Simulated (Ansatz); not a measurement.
# Static equation of state of amorphous carbon (160 atoms)

Density of this cell: 2.45 g/cm³. The cell holds 160 atoms: 160 C. Its edges and angles: a = 10.790 Å, b = 11.049 Å, c = 10.966 Å, α = 88.7°, β = 90.3°, γ = 85.9°. The starting structure: 160 atoms (160 C) placed at random at 2.49 g/cm³, melted at 5500 K for 10 ps at fixed volume with the LCBOP (Los and Fasolino, Phys. Rev. B 68, 024107 (2003)). Quenched from 5500 K to 700 K at 500 K/ps and fixed volume, held 5 ps.

Calculated with Ansatz 0.2.0: Kohn-Sham DFT, revPBE, PAW (set soft_2), plane waves; cutoff 420 eV, Γ point, gaussian smearing of 0.05 eV. Cell and atoms were relaxed first, to V0 = 8.1482 Å³ an atom at a residual P0 = -0.016 GPa. The cell was then scaled evenly, and the atoms were relaxed at each volume.

| volume (Å³/atom) | pressure (GPa) |
| --- | --- |
| 7.3334 | 21.68 |
| 7.6593 | ? |
| 7.9038 | 6.537 |
| 8.3927 | -5.845 |
| 8.6371 | -10.98 |

Task: Fit the third-order Birch–Murnaghan equation to the rows given and interpolate to the withheld row.

**Working.**

Take the Eulerian strain f = ½[(V0/V)^(2/3) − 1] and the normalised pressure F = (P − P0) / [3f(1 + 2f)^(5/2)]. The third-order Birch–Murnaghan equation is then the line F = B0 + (3/2)B0(B′ − 4) f, so u = f and v = F.

| u = f | v = F (GPa) |
| --- | --- |
| 0.0363831 | 166.778 |
| 0.0102571 | 202.408 |
| -0.00975640 | 209.219 |
| -0.0190505 | 211.445 |

With n = 4: mean u = 0.00445831, mean v = 197.462, Σ(u − ū)² = 0.0018075, Σ(u − ū)(v − v̄) = -1.4467. Slope b = -1.4467 / 0.0018075 = -800.39; intercept a = v̄ − b ū = 201.03.

So B0 = a = 201 GPa and B′ = 4 + 2b/(3a) = 1.35. At the withheld volume f = 0.02106, F = a + b f = 184.2 GPa, and P = P0 + 3f(1 + 2f)^(5/2) F.

Prediction at 7.6593: 12.88 GPa. The run gave 12.06 GPa, so the fit is high by 0.82 GPa (6.8 % of the value).

The series isn't one smooth equation of state: even a line fitted to all rows, the withheld one included, misses F by up to 6.0 %, the count of bonds changes along the series and an atom moves over 0.5 Å in some relaxation. B0 and B′ are then only the numbers of this fit, not moduli of the material. Among the rows given, the largest miss of the fit is at 7.3334, by 0.67 GPa (2.0 % of the range of the table).

Limits: Static cells at zero temperature; the cell shape is held. The program notes that the SCF threshold of these relaxations is loose for the stress. The quench rate of 500 K/ps is many orders above laboratory rates, so the cell is likely richer in defects and strain than a real sample. The network of bonds at the start is that of the classical potential that made the cell, and needn't be the one that DFT or experiment would give. Only the Γ point is sampled, in a cell whose shortest periodic width is 11 Å.

[Hosts, paths, dates, database ids (printed as entryN), source tags and the programs' standing remarks are cut or masked in the printed files.]
